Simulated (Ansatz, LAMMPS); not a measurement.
# Glassy NaFeSi2O6 (150 atoms) under strain, part 2 of 3

How stiff is glassy NaFeSi2O6 (150 atoms), and how do its levels respond to strain?

Ansatz 0.2.0; Kohn-Sham DFT, PBE, PAW (set soft_2), plane waves.

The cell: 15 Fe, 15 Na, 90 O and 30 Si. The quench rate of 20 K/ps is orders of magnitude faster than experiment. The starting topology of bonds comes from the classical model. Without a Hubbard term or exact exchange, open shells on Fe are likely too delocalised. The Brillouin zone is sampled at Γ only.

So far. Step 2 (Single point at the start): The r.m.s. force at the start is 1.4 eV/Å. Step 3 (Cell and atoms relaxed): The relaxation converged after 31 steps, with a largest force component of 0.015 eV/Å.

### 4. Single point at the relaxed geometry

The electronic structure is read at the final geometry, in a run of its own.

input.yaml reads:

```yaml
crystal:
  lattice:
    - [12.84411, 0.06462, 0.06911]
    - [0.06462, 12.1049, -0.0611]
    - [0.06911, -0.0611, 12.87013]
  atoms:
    - { symbol: Fe, position: [0.90711, 0.66257, 0.44014], spin: 5.0 }
    - { symbol: Fe, position: [0.2711, 0.80382, 0.52951], spin: -5.0 }
    - { symbol: Fe, position: [0.43891, 0.3525, 0.26007], spin: 5.0 }
    - { symbol: Fe, position: [0.2036, 0.38359, 0.74076], spin: -5.0 }
    - { symbol: Fe, position: [0.97879, 0.57533, 0.82774], spin: 5.0 }
    - { symbol: Fe, position: [0.04472, 0.66731, 0.25367], spin: -5.0 }
    [... 138 atom lines left out ...]
    - { symbol: Si, position: [0.81884, 0.39212, 0.7271] }
    - { symbol: Si, position: [0.54564, 0.94704, 0.76983] }
    - { symbol: Si, position: [0.56296, 0.75073, 0.60835] }
    - { symbol: Si, position: [0.50206, 0.9425, 0.99919] }
    - { symbol: Si, position: [0.1966, 0.12567, 0.05252] }
    - { symbol: Si, position: [0.31426, 0.97696, 0.71137] }
magnetization:
  spin_polarized: true
kpoints:
  mp_grid: { grid: [1, 1, 1] }
hamiltonian:
  xc: pbe
scf:
  occupations: { method: fermi_dirac, width: 0.05 }
  lower_state_search: "off"
output:
  forces: true
  stress: true
  populations: true
  dos:
    method: { smearing: { sigma: 0.08 } }
    de: 0.1
    projected: { site_lists: { Fe: [Fe], Na: [Na], O: [O], Si: [Si] } }
  eigenvalues: true
  write_density: true
  write_potential: true
  volumetric_format: npy
```

Run with:

```
$ ansatz run input.yaml --threads 16 --pin off --max-ram 31232MiB --backend cpu --events-out ev --progress --plain --runs-dir out
```

Numbers of over 12 decimals in the logs are rounded to 6 here.

What it wrote:

```text
[...]
Crystal: 150 atoms, lattice volume = 2000.845 Å³
Basis set: ecut = 420 eV, 39153 PW (Γ), exchange–correlation on 180×162×180 points (8 copies of the dense FFT grid, shifted against one another)
Bands: 705, of which v1, the nominal top of the filled ones, is band 518 counted from 1 (517 counted from 0)
Symmetry: 1 space group operations
[...]
k-points: 1
[...]
Starting moments: Σ|m| = 75 μB on 15 of 150 sites
[...]
SCF iter   1: F=—  HF=-159898.891030 eV  |F-HF|=—  |Δ(HF+E_count)|=         —  Δρ=2.07e-1 (↑2.07e-1 ↓1.88e-1)  dr2=3.18e3  dr2_m=2.96e2  M=0.869 μB ∫|m|=26.195 μB  β_m=0.30  ethr=3.10e-3  ⟨swp⟩=7.0  Hψ=5410  notcnv=0  defer=241
[...]
SCF iter  33: F=-159750.669944 eV  HF=-159750.669944 eV  |F-HF|=1.53e-8  |Δ(HF+E_count)|=   1.45e-8  Δρ=8.59e-7 (↑8.59e-7 ↓6.29e-7)  dr2=3.98e-8  dr2_m=3.08e-9  M=-5.013 μB ∫|m|=72.077 μB  ethr=9.66e-12  ⟨swp⟩=16.0  Hψ=11093  notcnv=0
SCF 1 converged in 33 iterations: F = -159750.669944 eV  dr2 = 3.98e-8
[...]
WARN: The input density's exchange-correlation potential varies sharply where the density is thin. Do not read a vacuum level from v_tot or v_xc, or from such a field of the output density. On a cell that repeats whose density bears no net charge and no dipole along the vacuum's axis use v_es (v_loc + v_h of the components); [...]
SCF converged after 33 iterations
Magnetization: -5.0125 μB (514.9937 up, 520.0063 down)
Absolute magnetization: 72.0917 μB (∫|ρ↑−ρ↓|, with the PAW one-centre terms)
[...]
Per-site moments (μB) at R_I (Å): [(3.652654, 0.802753), (-3.550567, 0.750349), (3.658078, 0.794119), (-3.607615, 0.773291), (3.616496, 0.772555), [...]
Free energy (F): -159750.669944 eV
[...]
Internal energy: -159750.657555 eV  (E = F + TS)
E sigma→0 (E₀):  -159750.663749 eV
Entropy (-TS):   -0.012389 eV (-0.083 meV/atom)
Fermi energy:    4.920520 eV
[...]
--- Forces (eV/Å), atoms counted from 1 ---
  atom   1  Fe    -0.00007553    -0.00959150     0.00036688
  atom   2  Fe     0.00426414     0.00055960    -0.00137742
  atom   3  Fe    -0.00276793     0.00095376    -0.00053643
  atom   4  Fe     0.00122647    -0.00003439    -0.00151122
  atom   5  Fe     0.00575394    -0.00500855    -0.00009648
  atom   6  Fe    -0.00624094     0.00667422     0.00731264
  atom   7  Fe     0.00195093     0.00150157    -0.00293539
  atom   8  Fe    -0.00070901    -0.00143074    -0.00252352
  atom   9  Fe     0.00279144     0.00046917    -0.01031624
  atom  10  Fe     0.00819630     0.00634488    -0.00266111
  atom  11  Fe     0.00346097     0.00178215    -0.00717138
  atom  12  Fe     0.00188961    -0.00301722    -0.00252503
  atom  13  Fe     0.00239408    -0.00311704    -0.00017292
  atom  14  Fe    -0.00413400    -0.00141434    -0.00568820
[...]
atom 149  Si     0.00135494    -0.00088939     0.00232581
  atom 150  Si     0.00141777     0.00738479    -0.00384147
  max |Σ_I F_I| component: 6.77e-5 eV/Å
--- Stress (GPa, compression-positive) ---
       -0.000805      -0.000646       0.002869
       -0.000646      -0.004377      -0.004977
        0.002869      -0.004977       0.000370
  P = ⅓ Tr σ = -0.0016 GPa (-0.016 kbar)
--- Band table (eV) ---
[...]
--- Löwdin populations: 150 sites ---
  site symbol       q [e]    m [muB]
     0     Fe     14.4962     3.8617
     1     Fe     14.4979    -3.8758
     2     Fe     14.4778     3.8979
[...]
149     Si      2.3090    -0.0005
  spilling = 0.008974 (of n_electrons = 1035.000000)
```

The job ended after 1.8 min (16 threads of Arm Neoverse V1, shared host; peak memory 6.5 GiB; 28 min of CPU time).

The program notes that the exchange-correlation potential is rough where the density is thin.

The run gave:

| Item | Value |
| --- | --- |
| free energy | -159750.6699 eV |
| free energy per atom | -1065.0045 eV/atom |
| SCF cycles | 33 |
| pressure | -0.001604 GPa |
| r.m.s. force component | 0.00395 eV/Å |
| longest force | 0.01584 eV/Å |
| Fermi energy | 4.921 eV |
| gap (highest filled to lowest empty level) | 0.441 eV |
| total moment | -5.013 μB |
| absolute moment | 72.09 μB |
| spilling of the projection | 0.008974 |

Löwdin charges by element and coordination (they lack the spilled electrons, 0.062 e an atom on average):

```
element  coordination  atoms  mean charge (e)  spread   least    most
     Fe           all     15             1.51  0.0143    1.48    1.53
     Fe             4      6             1.51  0.0198    1.48    1.53
     Fe             5      5             1.51  0.0095    1.50    1.53
     Fe             6      4             1.51  0.0065    1.50    1.52
     Na           all     15            0.801  0.0092   0.790   0.824
     Na             3      1            0.824       0   0.824   0.824
     Na             4      7            0.802  0.0077   0.793   0.814
     Na             5      6            0.797  0.0059   0.790   0.809
     Na             6      1            0.800       0   0.800   0.800
      O           all     90           -0.841  0.0523  -0.998  -0.766
      O             2     27           -0.795  0.0165  -0.829  -0.766
      O             3     47           -0.843  0.0361  -0.990  -0.788
      O             4     15           -0.907  0.0488  -0.998  -0.828
      O             5      1           -0.979       0  -0.979  -0.979
     Si           all     30             1.68  0.0486    1.55    1.77
```

Magnetic moments by element and coordination:

```csv
element,coordination,atoms,mean moment (μB),spread,least,most
Fe,all,15,-0.248,3.59,-3.68,3.66
Fe,4,6,-0.0173,3.57,-3.61,3.62
Fe,5,5,-0.710,3.55,-3.62,3.66
Fe,6,4,-0.0176,3.62,-3.68,3.65
Na,all,15,-2.0e-4,6.0e-4,-0.0019,9.0e-4
Na,3,1,-0.0019,0,-0.0019,-0.0019
Na,4,7,0,5.0e-4,-8.0e-4,9.0e-4
Na,5,6,-1.0e-4,5.0e-4,-0.0011,5.0e-4
Na,6,1,-1.0e-4,0,-1.0e-4,-1.0e-4
O,all,90,-0.0083,0.134,-0.476,0.202
O,2,27,0.0166,0.0981,-0.197,0.199
O,3,47,-0.0186,0.149,-0.476,0.202
O,4,15,-0.0226,0.141,-0.424,0.166
O,5,1,0.0176,0,0.0176,0.0176
Si,all,30,4.0e-4,0.0037,-0.0081,0.007
```

Density of states as counts of states in windows of 1 eV (from the Fermi level), total and the larger projections:

```
from (eV)  to (eV)  total up  total down   O p  Fe d  Si p
      -14      -11       0.0         0.0   0.0   0.0   0.0
      -11      -10       1.0         1.0   1.3   0.0   0.1
      -10       -9       7.5         7.4   9.9   0.1   0.8
       -9       -8       9.4         9.4  12.6   0.4   1.4
       -8       -7      13.8        12.9  18.5   1.5   2.9
       -7       -6      30.2        32.4  41.8  10.1   7.1
       -6       -5      34.8        36.4  46.8  15.1   5.0
       -5       -4      48.3        48.6  68.3  19.4   4.0
       -4       -3      53.2        53.2  83.1  15.3   3.0
       -3       -2      55.4        56.4  94.4  11.9   1.8
       -2       -1      39.3        37.5  63.4   9.9   1.2
       -1        0      12.1        14.8  20.0   5.6   0.4
        0        1      18.0        18.0   5.1  29.9   0.2
        1        2      15.8        12.4   5.9  20.8   0.3
        2        3       6.4         4.9   2.9   7.0   0.1
        3        4       0.7         0.7   0.0   0.0   0.0
        4        5       6.0         6.1   1.2   0.1   0.7
```

The curve was stored every 0.100 eV, coarse against its broadening of 0.08 eV, so these counts are rough.

Between -26 and -14 eV lie 270 more states.

The stored curve holds about 885 of the 1035 electrons; the rest, give or take the few that broadening carries across the Fermi level, lie in deeper levels below its range.

The levels nearest the highest filled one (over half full), pooled over k-points and spins:

```
level less the highest filled one (eV)  occupation
                                -0.253           1
                                -0.155       0.999
                                -0.117       0.999
                                -0.117       0.999
                               -0.0439       0.995
                                     0       0.988
                                 0.441       0.012
                                 0.511       0.003
                                 0.534       0.002
                                 0.568       0.001
                                 0.580       0.001
                                 0.587       0.001
```

Spin density in the bc plane at fractional x = 0.409, with atoms of Fe and Na and O and Si within 0.2 Å of it.

Ten even steps from '0' (-5.6 e/Å³) to '9' (3.0 e/Å³), each cell a mean:
```
6666666666666666666666666666666666
6666666666666666666666666666666666
6666666666666666666666666666666666
6666666666666666666666666666666666
6666666666666666666666666666666666
6666666666666666666666666666666666
6666666666666666666666666666666666
6666666666666666644566666666666666
6666666666666666510466666666666666
6666666666666666644566666666666666
6666666666666666666666666666666666
6666666666655666666666666666666666
6666666666666666666666666666666666
6666666666666666666666666666666666
6666666666666666666666666666666666
6666666666666666666666666666666666
6666666666677666666666666666666666
6666666666799766666666666666666666
6666666666677766666666666666666666
6666666666666666666666666666666666
6666666666666666666666666666666666
6666666666666666666666666666666666
6666666666666666666666666666666666
6666666666666666666666666666666666
```
Columns run along b (12.1 Å), rows up along c (12.9 Å). Atoms in or near the plane, at fractional coordinates: Fe at (0.53, 0.64), Na at (0.58, 0.13), O at (0.49, 0.48), O at (0.99, 0.78), O at (0.10, 0.22), O at (0.76, 0.19), O at (0.87, 0.98), Si at (0.16, 0.11).

Valence density in the bc plane at fractional x = 0.409, with atoms of Fe and Na and O and Si within 0.2 Å of it. It is the smooth field of the valence electrons, not physical close to the nuclei.

Ten steps, logarithmic in the rise over the least value, from '0' (0 e/Å³) to '9' (20 e/Å³), each cell a mean:
```
0000000000000000000000000002577521
0000000000000000000000000001244310
0000000000000000000000011000001000
2100000000000000000001365200000012
6420000000000000000001465200000246
6420000001100000000100121000001257
4210000012210000111110000000000134
1000000000111111467521111000111111
0000000000011112699732332100122110
0000000000111111467522343100111100
0000000001222111222111121000000000
0000000001355324664200000000000000
1221100001244235775210000001111100
3443211122111113443211100012332111
2443222344210001122122110013332111
1222122344311100111222110011211000
0122221222355411111111100000000000
1256531011488631111100001222100000
1467642101356421100000014664200000
1245532111111111002442124675210000
0112211222110000016985112443100000
0011111221100000015874100010000000
1122221110000000000210000000122210
1111111000000000000000000002466421
```
Columns run along b (12.1 Å), rows up along c (12.9 Å). Atoms in or near the plane, at fractional coordinates: Fe at (0.53, 0.64), Na at (0.58, 0.13), O at (0.49, 0.48), O at (0.99, 0.78), O at (0.10, 0.22), O at (0.76, 0.19), O at (0.87, 0.98), Si at (0.16, 0.11).

Filled and empty levels are parted by 0.441 eV (at Γ alone); a semilocal functional tends to put such gaps too low. In a disordered cell it changes from sample to sample, and tail or defect levels can set it. Mean Löwdin charges: Fe +1.51, Na +0.80, O -0.84, Si +1.68 e (they miss 0.90 % of the electrons, so they add up to more than the cell's charge). The cell holds a total moment of -5.01 μB, from site moments of up to 3.7 μB that point both ways; no search proves this magnetic order the lowest. The largest share in the top eV of filled states is O p (77 % of the projected weight), and in the lowest eV of empty states Fe d (83 % of the projected weight).

### 5. Volume -3 %

The relaxed cell is scaled evenly and the atoms are relaxed again; the stress at the end gives one point of P(V).

input.yaml, the sections that differ from step 4:

```yaml
crystal:
  lattice:
    - [12.71436, 0.06397, 0.06841]
    - [0.06397, 11.98262, -0.06048]
    - [0.06841, -0.06048, 12.74012]
  atoms:
    [... the 150 atom lines of step 4 ...]
output:
  forces: true
  eigenvalues: true
  stress: true
relax:
  f_tol: 0.05
  max_steps: 70
# magnetization, kpoints, hamiltonian, scf: as in step 4
```

What it wrote:

```text
Warning: output.stress: scf.convergence.dr2_threshold = 1e-7 eV (the SCF's general default) is looser than the 1.08e-8 eV advised for a printed stress (1e-10 eV for each atom of the cell: 150, of which 108 are counted). What an SCF threshold leaves in a stress goes as its square root, and in the free energy as the threshold itself, and one threshold admits the most on a small cell: [...]
[...]
Crystal: 150 atoms, lattice volume = 1940.819 Å³
Basis set: ecut = 420 eV, 37945 PW (Γ), exchange–correlation on 180×162×180 points (8 copies of the dense FFT grid, shifted against one another)
Bands: 705, of which v1, the nominal top of the filled ones, is band 518 counted from 1 (517 counted from 0)
Symmetry: 1 space group operations
[...]
k-points: 1
[...]
Starting moments: Σ|m| = 75 μB on 15 of 150 sites
[...]
SCF iter   1: F=—  HF=-159892.635211 eV  |F-HF|=—  |Δ(HF+E_count)|=         —  Δρ=2.04e-1 (↑2.04e-1 ↓1.84e-1)  dr2=2.95e3  dr2_m=2.77e2  M=0.767 μB ∫|m|=28.068 μB  β_m=0.30  ethr=3.10e-3  ⟨swp⟩=6.5  Hψ=5423  notcnv=0  defer=241
[...]
SCF iter  17: F=—  HF=-159749.893993 eV  |F-HF|=—  |Δ(HF+E_count)|=   1.64e-2  Δρ=1.68e-3 (↑1.68e-3 ↓1.20e-3)  dr2=4.91e-1  dr2_m=9.58e-3  M=-5.019 μB ∫|m|=71.821 μB  β_m=0.30  ethr=6.42e-5  ⟨swp⟩=2.0  Hψ=1420  notcnv=0  defer=314
[...]
spin-set hold released at iteration 17 (site moments' squared step at or under half its running peak, from the soft ceiling on): the magnetisation degrees of freedom join the quasi-Newton model from the next iteration; the mixer history was flushed
SCF iter  18: F=—  HF=-159749.897889 eV  |F-HF|=—  |Δ(HF+E_count)|=   3.90e-3  Δρ=1.05e-3 (↑1.05e-3 ↓9.88e-4)  dr2=3.94e-1  dr2_m=3.83e-3  M=-5.011 μB ∫|m|=71.832 μB  β_m=0.63  ethr=4.74e-5  ⟨swp⟩=2.0  Hψ=1126  notcnv=0  defer=314
[...]
SCF iter  28: F=-159749.815297 eV  HF=-159749.815301 eV  |F-HF|=4.62e-6  |Δ(HF+E_count)|=   2.59e-6  Δρ=2.38e-5 (↑1.46e-5 ↓2.38e-5)  dr2=2.31e-5  dr2_m=2.68e-6  M=-5.013 μB ∫|m|=71.861 μB  ethr=6.04e-9  ⟨swp⟩=13.0  Hψ=7943  notcnv=0
SCF 1 converged in 28 iterations: F = -159749.815297 eV  dr2 = 2.31e-5
[...]
relax step   1: F+E_penalty+E_count = -159749.81529684 eV  Δ(F+E_penalty+E_count) = +0.000e0 eV  max|allowed force component| = 6.686e-1 eV/Å  Δτ_max = 0.0000 Å  (28 SCF iters, dr2 threshold 6.25e-5 eV, accepted)
[... from here on, the SCF cycles and remarks between the steps are left out ...]
relax step   2: F+E_penalty+E_count = -159750.12634676 eV  Δ(F+E_penalty+E_count) = -3.110e-1 eV  max|allowed force component| = 2.993e-1 eV/Å  Δτ_max = 0.0359 Å  (8 SCF iters, dr2 threshold 2.79e-5 eV, accepted)
relax step   3: F+E_penalty+E_count = -159750.30851897 eV  Δ(F+E_penalty+E_count) = -1.822e-1 eV  max|allowed force component| = 1.339e-1 eV/Å  Δτ_max = 0.0520 Å  (11 SCF iters, dr2 threshold 5.60e-6 eV, accepted)
relax step   4: F+E_penalty+E_count = -159750.27888669 eV  Δ(F+E_penalty+E_count) = +2.963e-2 eV  max|allowed force component| = 2.499e-1 eV/Å  Δτ_max = 0.2000 Å  (13 SCF iters, dr2 threshold 3.59e-6 eV, rejected (line search))
relax step   5: F+E_penalty+E_count = -159750.35069964 eV  Δ(F+E_penalty+E_count) = -4.218e-2 eV  max|allowed force component| = 5.470e-2 eV/Å  Δτ_max = 0.0889 Å  (15 SCF iters, accepted)
relax step   6: F+E_penalty+E_count = -159750.35473819 eV  Δ(F+E_penalty+E_count) = -4.039e-3 eV  max|allowed force component| = 5.697e-2 eV/Å  Δτ_max = 0.0365 Å  (12 SCF iters, accepted)
relax step   7: F+E_penalty+E_count = -159750.35734936 eV  Δ(F+E_penalty+E_count) = -2.611e-3 eV  max|allowed force component| = 8.053e-2 eV/Å  Δτ_max = 0.1500 Å  (15 SCF iters, accepted)
relax step   8: F+E_penalty+E_count = -159750.36676740 eV  Δ(F+E_penalty+E_count) = -9.418e-3 eV  max|allowed force component| = 2.806e-2 eV/Å  Δτ_max = 0.0552 Å  (9 SCF iters, dr2 threshold 6.49e-6 eV, accepted)
relax step   9: F+E_penalty+E_count = -159750.36676967 eV  Δ(F+E_penalty+E_count) = -2.273e-6 eV  max|allowed force component| = 2.803e-2 eV/Å  Δτ_max = 0.0000 Å  (6 SCF iters, accepted)
SCF converged after 6 iterations
Magnetization: -5.0075 μB (514.9963 up, 520.0037 down)
Absolute magnetization: 71.9133 μB (∫|ρ↑−ρ↓|, with the PAW one-centre terms)
[...]
Per-site moments (μB) at R_I (Å): [(3.642508, 0.802936), (-3.549626, 0.748700), (3.652346, 0.793442), (-3.597044, 0.769165), (3.606215, 0.768446), [...]
Free energy (F): -159750.366770 eV
[...]
Internal energy: -159750.353204 eV  (E = F + TS)
E sigma→0 (E₀):  -159750.359987 eV
Entropy (-TS):   -0.013566 eV (-0.090 meV/atom)
Fermi energy:    5.262425 eV
[...]
--- Forces (eV/Å), atoms counted from 1 ---
  atom   1  Fe     0.00207543     0.00312845    -0.00127326
  atom   2  Fe     0.01252395     0.01077792     0.00608956
  atom   3  Fe     0.00811150    -0.00525345     0.00425618
  atom   4  Fe     0.00641325     0.00323291    -0.00733868
  atom   5  Fe    -0.00348262    -0.00870919     0.00930317
  atom   6  Fe    -0.00111373     0.00240990    -0.00244261
  atom   7  Fe    -0.00415926    -0.00919193     0.00243994
  atom   8  Fe    -0.00743932     0.00521051     0.01455451
  atom   9  Fe    -0.00124113    -0.00737506    -0.00491619
  atom  10  Fe     0.01069892     0.00949941     0.00484905
  atom  11  Fe    -0.00990260     0.00508138     0.00022292
  atom  12  Fe    -0.00353635     0.01118862    -0.00466581
  atom  13  Fe     0.01113608    -0.00390621    -0.00064916
  atom  14  Fe     0.01110130     0.00835579    -0.00323188
[...]
atom 149  Si     0.01436928    -0.00503246    -0.01502146
  atom 150  Si    -0.00644470     0.00870810     0.01013773
  max |Σ_I F_I| component: 1.19e-4 eV/Å
--- Stress (GPa, compression-positive) ---
        1.574694      -0.049436       0.098923
       -0.049437       1.493674      -0.145496
        0.098923      -0.145497       1.764934
  P = ⅓ Tr σ = 1.6111 GPa (16.111 kbar)
--- Band table (eV) ---
[...]
--- Relaxed structure (9 steps of the walk, 8 accepted, 0 SCFs on fresh bases) ---
  F+E_penalty+E_count = -159750.36676967 eV   max|allowed force component| = 2.803e-2 eV/Å
  atoms:
    - { symbol: Fe, position: [0.905605, 0.662927, 0.440422] }
    - { symbol: Fe, position: [0.274459, 0.804736, 0.532494] }
    - { symbol: Fe, position: [0.440595, 0.350880, 0.258975] }
    - { symbol: Fe, position: [0.206733, 0.388521, 0.743714] }
[...]
- { symbol: Si, position: [0.316271, 0.981981, 0.712639] }
```

Elapsed: 7.2 min, on 16 threads; peak memory 6.4 GiB; 1.8 h of CPU time.

The program notes that the SCF threshold is loose for the stress.

The relaxation converged after 9 steps, 0.551 eV below its start, with a largest force component of 0.028 eV/Å.

Volume -3 %: the energy stands 0.303 eV above that of the reference, at a pressure of 1.61 GPa.

### 6. Volume +3 %

The relaxed cell is scaled to another volume.

Input and log are left out; they have the form of those shown for this kind of step.

Elapsed: 7.3 min, on 16 threads of Arm Neoverse V1, shared host; peak memory 6.7 GiB; 1.8 h of CPU time.

The relaxation converged after 8 steps, 0.509 eV below its start, with a largest force component of 0.039 eV/Å.

Volume +3 %: the energy stands 0.258 eV above that of the reference, at a pressure of -1.36 GPa.

### 7. Volume -6 %

The relaxed cell is scaled to another volume.

Input and log are left out; they have the form of those shown for this kind of step.

It took 16 min on 16 threads of Arm Neoverse V1, shared host; peak memory 6.4 GiB; 4 h of CPU time.

The relaxation converged after 20 steps, 2.63 eV below its start, with a largest force component of 0.048 eV/Å.

Volume -6 %: the energy stands 0.968 eV above that of the reference, at a pressure of 3.35 GPa.

[end of part 2 of 3]

[Logs are printed without paths, hosts, clocks, repeated set-up lines and the standing remarks that a program may print on its own settings, such as how far it seeks lower states.]

[Hosts, paths, dates, database ids (printed as entryN), source tags and the programs' standing remarks are cut or masked in the printed files.]
